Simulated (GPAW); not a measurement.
# Li/Ag(111): work function by functional and basis

Wanted: work functions and dipole of Li/Ag(111), with the cost of each level.

Main program and level: GPAW 26.7.0; GPAW, PAW setups; slab in vacuum, relaxation, in the first sound run; inputs show where later runs differ.

Report form: the programs' logs are mostly left out.

**1. The starting structure**

The cell holds 5 atoms: 4 Ag and 1 Li. Its edges and angles: a = 2.892 Å, b = 2.892 Å, c = 23.414 Å, α = 90.0°, β = 90.0°, γ = 60.0°. Vacuum lies along c.

As a file:

```cif
data_structure
_symmetry_space_group_name_H-M 'P 1'
_symmetry_Int_Tables_number 1
_cell_length_a 2.8921
_cell_length_b 2.8921
_cell_length_c 23.4141
_cell_angle_alpha 90.000
_cell_angle_beta 90.000
_cell_angle_gamma 60.000
_cell_volume 169.60
loop_
_atom_site_label
_atom_site_type_symbol
_atom_site_fract_x
_atom_site_fract_y
_atom_site_fract_z
_atom_site_occupancy
Ag1 Ag 0.00000 0.00000 0.29897 1
Ag2 Ag 0.33333 0.33333 0.39982 1
Ag3 Ag 0.66667 0.66667 0.50067 1
Ag4 Ag 0.00000 0.00000 0.60152 1
Li5 Li 0.33333 0.33333 0.70103 1
```

**2. Relaxing the atoms**

The atoms are relaxed first, since the surface dipole, and with it the work function, follows the positions of the outer layers. The lowest 2 atoms are held at bulk positions and keep their forces.

run.py reads:

```python
import json
import numpy as np
from ase import Atoms
from ase.constraints import FixAtoms
from ase.optimize import BFGS
from gpaw import GPAW, PW

slab = Atoms(
    ['Ag', 'Ag', 'Ag', 'Ag', 'Li'],
    positions=[
        [0.00000, 0.00000, 7.00000],
        [1.44603, 0.83487, 9.36136],
        [2.89207, 1.66974, 11.72273],
        [0.00000, 0.00000, 14.08409],
        [1.44603, 0.83487, 16.41407]],
    cell=[[2.89207, 0.0, 0.0], [1.44603, 2.5046, 0.0], [0.0, 0.0, 23.41407]],
    pbc=[True, True, False])

slab.calc = GPAW(mode=PW(400), xc='PBE', kpts={'size': (12, 12, 1), 'gamma': True},
                 occupations={'name': 'fermi-dirac', 'width': 0.1}, nbands='300%',
                 convergence={'density': 1e-05}, maxiter=200,
                 poissonsolver={'dipolelayer': 'xy'},
                 symmetry={'tolerance': 1e-3, 'extra_ids': [1, 1, 0, 0, 0]}, txt='slab.txt')
result = {}
slab.set_constraint(FixAtoms([0, 1]))
path = []
opt = BFGS(slab, maxstep=0.2)
opt.attach(lambda: path.append((slab.get_potential_energy(), slab.positions.tolist(), slab.get_forces().tolist())))
result['relaxed'] = bool(opt.run(fmax=0.03, steps=40))
result['path'] = path
energy = slab.get_potential_energy()
fermi = slab.calc.get_fermi_level()
v = slab.calc.get_electrostatic_potential().mean((0, 1)) - fermi
n = slab.calc.get_pseudo_density().mean((0, 1))
L = slab.cell[2, 2]
z = np.arange(len(v)) * L / len(v)
low, high = slab.positions[:, 2].min(), slab.positions[:, 2].max()
below, above = np.interp([low - 4.8, high + 4.8], z, v)
slopes = [np.interp(x, z, np.gradient(v, z)) for x in (low - 4.8, high + 4.8)]
eps = np.array([[slab.calc.get_eigenvalues(k, s) for k in range(len(slab.calc.get_ibz_k_points()))]
                for s in range(slab.calc.get_number_of_spins())]) - fermi
top, bottom = eps[eps < 0].max(), eps[eps > 0].min()
dipole = slab.get_dipole_moment()[2]
print(f'energy {energy:.4f} eV, Fermi level {fermi:.4f} eV, dipole {dipole:.5f} e A')
print(f'potential 4.8 A off the faces, from the Fermi level: lower {below:.4f} eV, upper {above:.4f} eV')
print(f'slope of the potential there: lower {slopes[0]:.5f}, upper {slopes[1]:.5f} eV/A')
print(f'nearest levels on the mesh: {top:.4f} and {bottom:.4f} eV')
print('magnetic moment', round(slab.get_magnetic_moment(), 3))
result.update(energy=energy, fermi=fermi, dipole=dipole, below=below, above=above, slopes=slopes, edges=[top, bottom],
              z=z.tolist(), v=v.tolist(), n=n.tolist(), positions=slab.positions.tolist(),
              forces=slab.get_forces(apply_constraint=False).tolist(), moments=slab.get_magnetic_moments().tolist())
json.dump(result, open('result.json', 'w'))
```

Launch:

```
$ OMP_NUM_THREADS=1 OPENBLAS_NUM_THREADS=1 python run.py
```

It took 17 min on 1 thread of Arm Neoverse V1, shared host; peak memory 0.28 GiB.

Relaxation path:

| step | energy less that of the first step (eV) | largest force (eV/Å) |
| --- | --- | --- |
| 1 | 0.0000 | 0.4590 |
| 2 | -0.0040 | 0.4263 |
| 3 | -0.0319 | 0.2345 |
| 4 | -0.0328 | 0.2265 |
| 5 | -0.0391 | 0.0393 |
| 6 | -0.0393 | 0.0047 |

The atoms that moved most (Å):

| atom | dx | dy | dz | length |
| --- | --- | --- | --- | --- |
| Ag4 | 0.000 | 0.000 | 0.115 | 0.115 |
| Li5 | 0.000 | 0.000 | -0.086 | 0.086 |
| Ag3 | 0.000 | 0.000 | 0.039 | 0.039 |

Final coordinates:

```xyz
5
Lattice="2.8921 0.0000 0.0000 1.4460 2.5046 0.0000 0.0000 0.0000 23.4141" Properties=species:S:1:pos:R:3
Ag    0.0000    0.0000    7.0000
Ag    1.4460    0.8349    9.3614
Ag    2.8921    1.6697   11.7620
Ag    0.0000    0.0000   14.1992
Li    1.4460    0.8349   16.3280
```

This step gave:

- dipole along the normal: 0.03579 e·Å
- levels nearest the Fermi level on the mesh: -0.06435, 0.007135 eV from the Fermi level
- upper work function: 3.582 eV
- lower work function: 4.475 eV

The electrostatic potential energy of an electron (without an applied field's), less the Fermi level, planar mean oscillates, so the rows of the table below give means over windows of 2.38 Å about each position, cut where the curve ends. Its maxima inside the range that stand out by 2 % of the span (Å: eV): 8.1: 0.717, 10.5: 0.966, 13.0: 1.12, 15.4: 0.659. Its minima: 7.0: -20.5, 9.3: -20.8, 11.8: -20.5, 14.2: -20.8, 16.4: -4.35.

Table of electrostatic potential energy of an electron (without an applied field's), less the Fermi level, planar mean by z; means over each step:

| z (Å) | electrostatic potential energy of an electron (without an applied field's), less the Fermi level, planar mean (eV) |
| --- | --- |
| 1.19 | 4.44 |
| 3.57 | 4.45 |
| 5.95 | -3.41 |
| 8.33 | -8.31 |
| 10.71 | -7.89 |
| 13.09 | -7.55 |
| 15.47 | -4.56 |
| 17.85 | 1.71 |
| 20.23 | 3.56 |
| 22.61 | 3.61 |

Table of pseudo valence density, planar mean by z:

z (Å), pseudo valence density, planar mean (e/Å³) and a bar:
```
     0.00       0.00 
     0.65       0.00 
     1.30       0.00 
     1.95       0.00 
     2.60       0.00 
     3.04       0.00 
     3.69       0.00 
     4.34       0.00 
     4.99       0.01 
     5.64       0.05 #
     6.29       0.41 #####
     6.94       2.52 ##############################
     7.59       0.65 ########
     8.24       0.19 ##
     8.67       0.46 #####
     9.32       2.56 ##############################
     9.97       0.59 #######
    10.62       0.19 ##
    11.27       0.90 ###########
    11.92       2.25 ##########################
    12.57       0.32 ####
    13.22       0.22 ###
    13.88       1.54 ##################
    14.53       1.54 ##################
    14.96       0.38 #####
    15.61       0.11 #
    16.26       0.04 
    16.91       0.04 #
    17.56       0.02 
    18.21       0.01 
    18.86       0.00 
    19.51       0.00 
    20.16       0.00 
    20.60       0.00 
    21.25       0.00 
    21.90       0.00 
    22.55       0.00 
    23.20       0.00
```

The relaxation lowered the energy of the cell by 0.0393 eV (energies extrapolated to zero smearing; the optimiser's log prints free energies). The largest force left on a free atom is 0.0047 eV/Å.

**3. Plane waves, PBE**

The work function is the vacuum plateau of the electrostatic potential less the Fermi level; a dipole layer lets the two faces have plateaus of their own.

This step: GPAW, PAW setups; slab in vacuum (GPAW 26.7.0).

Edit run.py of step 2 so:

```diff
@@ -3,4 +3,2 @@
 from ase import Atoms
-from ase.constraints import FixAtoms
-from ase.optimize import BFGS
 from gpaw import GPAW, PW
@@ -12,5 +10,5 @@
         [1.44603, 0.83487, 9.36136],
-        [2.89207, 1.66974, 11.72273],
-        [0.00000, 0.00000, 14.08409],
-        [1.44603, 0.83487, 16.41407]],
+        [2.89207, 1.66974, 11.76200],
+        [-0.00000, 0.00000, 14.19918],
+        [1.44603, 0.83487, 16.32796]],
     cell=[[2.89207, 0.0, 0.0], [1.44603, 2.5046, 0.0], [0.0, 0.0, 23.41407]],
@@ -22,10 +20,4 @@
                  poissonsolver={'dipolelayer': 'xy'},
-                 symmetry={'tolerance': 1e-3, 'extra_ids': [1, 1, 0, 0, 0]}, txt='slab.txt')
+                 symmetry={'tolerance': 1e-3}, txt='slab.txt')
 result = {}
-slab.set_constraint(FixAtoms([0, 1]))
-path = []
-opt = BFGS(slab, maxstep=0.2)
-opt.attach(lambda: path.append((slab.get_potential_energy(), slab.positions.tolist(), slab.get_forces().tolist())))
-result['relaxed'] = bool(opt.run(fmax=0.03, steps=40))
-result['path'] = path
 energy = slab.get_potential_energy()
```

Run time: 3.9 min. Hardware: 1 thread; peak memory 0.27 GiB.

This step gave:

```
dipole along the normal                    : 0.03572 e·Å
levels nearest the Fermi level on the mesh : -0.06436, 0.007136 eV from the Fermi level
```

The electrostatic potential energy of an electron (without an applied field's), less the Fermi level, planar mean oscillates, so the rows of the table below give means over windows of 2.38 Å about each position, cut where the curve ends. Its maxima inside the range that stand out by 2 % of the span (Å: eV): 8.1: 0.717, 10.5: 0.966, 13.0: 1.12, 15.4: 0.659. Its minima: 7.0: -20.5, 9.3: -20.8, 11.8: -20.5, 14.2: -20.8, 16.4: -4.35.

Electrostatic potential energy of an electron (without an applied field's), less the Fermi level, planar mean against z; means over each step:

z (Å), electrostatic potential energy of an electron (without an applied field's), less the Fermi level, planar mean (eV) and a bar from the least value:
```
     1.19        4.4 ##############################
     3.57        4.4 ##############################
     5.95       -3.4 ############
     8.33       -8.3 
    10.71       -7.9 #
    13.09       -7.5 ##
    15.47       -4.6 #########
    17.85        1.7 ########################
    20.23        3.6 ############################
    22.61        3.6 ############################
```

The pseudo valence density, planar mean oscillates, so the rows of the table below give means over windows of 2.38 Å about each position, cut where the curve ends. Its maxima inside the range that stand out by 2 % of the span (Å: e/Å³): 6.9: 2.52, 9.3: 2.56, 11.7: 2.54, 14.1: 2.43. Its minima: 8.2: 0.193, 10.6: 0.185, 13.0: 0.172.

The pseudo valence density, planar mean by z; means over each step:

| z (Å) | pseudo valence density, planar mean (e/Å³) |
| --- | --- |
| 1.19 | 2.9e-6 |
| 3.57 | 8.7e-4 |
| 5.95 | 0.632 |
| 8.33 | 1.00 |
| 10.71 | 0.967 |
| 13.09 | 0.931 |
| 15.47 | 0.448 |
| 17.85 | 0.0203 |
| 20.23 | 5.6e-4 |
| 22.61 | 6.5e-6 |

Force by atom:

| atom | x (eV/Å) | y (eV/Å) | z (eV/Å) | size |
| --- | --- | --- | --- | --- |
| Ag1 | 0.000 | 0.000 | -0.151 | 0.151 |
| Ag2 | 0.000 | 0.000 | 0.153 | 0.153 |
| Ag3 | 0.000 | 0.000 | 0.003 | 0.003 |
| Ag4 | 0.000 | 0.000 | -0.005 | 0.005 |
| Li5 | 0.000 | 0.000 | 0.002 | 0.002 |

The potential is flat to 0.004 eV/Å where it is read, so the vacuum is wide enough.

**4. Self-consistent run: xc = "vdW-DF2"**

The same geometry under vdW-DF2, to see how far the functional moves the levels against the vacuum (the van der Waals functionals take revPBE setups).

Edit run.py of step 3 so:

```diff
@@ -16,3 +16,3 @@
 
-slab.calc = GPAW(mode=PW(400), xc='PBE', kpts={'size': (12, 12, 1), 'gamma': True},
+slab.calc = GPAW(mode=PW(400), xc='vdW-DF2', kpts={'size': (12, 12, 1), 'gamma': True},
                  occupations={'name': 'fermi-dirac', 'width': 0.1}, nbands='300%',
```

Elapsed: 4.5 min, on 1 thread; peak memory 0.39 GiB.

This step gave:

```
dipole along the normal                    : 0.04636 e·Å
levels nearest the Fermi level on the mesh : -3.40e-4, 0.03938 eV from the Fermi level
upper work function                        : 3.700 eV
lower work function                        : 4.860 eV
```

The electrostatic potential energy of an electron (without an applied field's), less the Fermi level, planar mean oscillates, so the rows of the table below give means over windows of 2.38 Å about each position, cut where the curve ends. Its maxima inside the range that stand out by 2 % of the span (Å: eV): 0.4: 4.86, 8.1: 0.315, 10.5: 0.541, 13.0: 0.709, 15.4: 0.472. Its minima: 7.0: -20.6, 9.3: -20.9, 11.8: -20.7, 14.2: -20.9, 16.4: -4.30.

The electrostatic potential energy of an electron (without an applied field's), less the Fermi level, planar mean by z; means over each step:

z (Å), electrostatic potential energy of an electron (without an applied field's), less the Fermi level, planar mean (eV) and a bar from the least value:
```
     1.19        4.8 ##############################
     3.57        4.8 ##############################
     5.95       -3.3 ############
     8.33       -8.6 
    10.71       -8.2 #
    13.09       -7.8 ##
    15.47       -4.7 #########
    17.85        1.8 #######################
    20.23        3.7 ###########################
    22.61        3.7 ############################
```

The pseudo valence density, planar mean oscillates, so the rows of the table below give means over windows of 2.38 Å about each position, cut where the curve ends. Its maxima inside the range that stand out by 2 % of the span (Å: e/Å³): 6.9: 2.53, 9.3: 2.56, 11.7: 2.54, 14.1: 2.43. Its minima: 8.2: 0.187, 10.6: 0.180, 13.0: 0.166.

Pseudo valence density, planar mean against z; means over each step:

| z (Å) | pseudo valence density, planar mean (e/Å³) |
| --- | --- |
| 1.19 | 6.2e-6 |
| 3.57 | 0.00109 |
| 5.95 | 0.632 |
| 8.33 | 1.00 |
| 10.71 | 0.967 |
| 13.09 | 0.931 |
| 15.47 | 0.448 |
| 17.85 | 0.0204 |
| 20.23 | 6.5e-4 |
| 22.61 | 1.3e-5 |

Force by atom:

| atom | x (eV/Å) | y (eV/Å) | z (eV/Å) | size |
| --- | --- | --- | --- | --- |
| Ag1 | 0.000 | 0.000 | -0.804 | 0.804 |
| Ag2 | 0.000 | 0.000 | 0.185 | 0.185 |
| Ag3 | 0.000 | 0.000 | 0.040 | 0.040 |
| Ag4 | 0.000 | 0.000 | 0.485 | 0.485 |
| Li5 | 0.000 | 0.000 | 0.091 | 0.091 |

The upper face's work function is 3.700 eV, against 3.582 eV in the first plane-wave PBE run at this geometry.

**5. Self-consistent run: xc = "LDA"**

The same geometry under LDA, to see how far the functional moves the levels against the vacuum.

Edit run.py of step 4 so:

```diff
@@ -16,3 +16,3 @@
 
-slab.calc = GPAW(mode=PW(400), xc='vdW-DF2', kpts={'size': (12, 12, 1), 'gamma': True},
+slab.calc = GPAW(mode=PW(400), xc='LDA', kpts={'size': (12, 12, 1), 'gamma': True},
                  occupations={'name': 'fermi-dirac', 'width': 0.1}, nbands='300%',
```

It took 4.1 min on 1 thread; peak memory 0.27 GiB.

This step gave:

| Item | Value |
| --- | --- |
| dipole along the normal | 0.04918 e·Å |
| levels nearest the Fermi level on the mesh | -0.06521, 0.009135 eV from the Fermi level |
| upper work function | 3.666 eV |
| lower work function | 4.895 eV |

The upper face's work function is 3.666 eV, against 3.582 eV in the first plane-wave PBE run at this geometry.

**6. Self-consistent run: xc = "RPBE"**

The same geometry under RPBE, to see how far the functional moves the levels against the vacuum.

Edit run.py of step 5 so:

```diff
@@ -16,3 +16,3 @@
 
-slab.calc = GPAW(mode=PW(400), xc='LDA', kpts={'size': (12, 12, 1), 'gamma': True},
+slab.calc = GPAW(mode=PW(400), xc='RPBE', kpts={'size': (12, 12, 1), 'gamma': True},
                  occupations={'name': 'fermi-dirac', 'width': 0.1}, nbands='300%',
```

It took 4 min on 1 thread; peak memory 0.27 GiB.

Numbers from this step:

- dipole along the normal: 0.02958 e·Å
- levels nearest the Fermi level on the mesh: -0.06413, 0.004929 eV from the Fermi level
- upper work function: 3.537 eV
- lower work function: 4.277 eV

The electrostatic potential energy of an electron (without an applied field's), less the Fermi level, planar mean oscillates, so the rows of the table below give means over windows of 2.38 Å about each position, cut where the curve ends. Its maxima inside the range that stand out by 2 % of the span (Å: eV): 8.1: 0.538, 10.5: 0.792, 13.0: 0.950, 15.4: 0.514. Its minima: 7.0: -20.6, 9.3: -20.9, 11.8: -20.6, 14.2: -20.9, 16.4: -4.44.

Table of electrostatic potential energy of an electron (without an applied field's), less the Fermi level, planar mean by z; means over each step:

| z (Å) | electrostatic potential energy of an electron (without an applied field's), less the Fermi level, planar mean (eV) |
| --- | --- |
| 1.19 | 4.25 |
| 3.57 | 4.25 |
| 5.95 | -3.59 |
| 8.33 | -8.45 |
| 10.71 | -8.04 |
| 13.09 | -7.69 |
| 15.47 | -4.69 |
| 17.85 | 1.67 |
| 20.23 | 3.51 |
| 22.61 | 3.56 |

The upper face's work function is 3.537 eV, against 3.582 eV in the first plane-wave PBE run at this geometry.

**7. Self-consistent run: xc = "revPBE"**

The same geometry under revPBE, to see how far the functional moves the levels against the vacuum.

Edit run.py of step 6 so:

```diff
@@ -16,3 +16,3 @@
 
-slab.calc = GPAW(mode=PW(400), xc='RPBE', kpts={'size': (12, 12, 1), 'gamma': True},
+slab.calc = GPAW(mode=PW(400), xc='revPBE', kpts={'size': (12, 12, 1), 'gamma': True},
                  occupations={'name': 'fermi-dirac', 'width': 0.1}, nbands='300%',
```

Wall time 4 min (1 thread); peak memory 0.27 GiB.

This step gave:

```yaml
dipole_along_the_normal: 0.03074 e·Å
levels_nearest_the_fermi_level_on_the_mesh: -0.06439, 0.005361 eV from the Fermi level
upper_work_function: 3.534 eV
lower_work_function: 4.302 eV
```

The upper face's work function is 3.534 eV, against 3.582 eV in the first plane-wave PBE run at this geometry.

[end of part 1 of 2]

[Logs are printed without paths, hosts, clocks, repeated set-up lines and the standing remarks that a program may print on its own settings, such as how far it seeks lower states.]

[Hosts, paths, dates, database ids (printed as entryN), source tags and the programs' standing remarks are cut or masked in the printed files.]
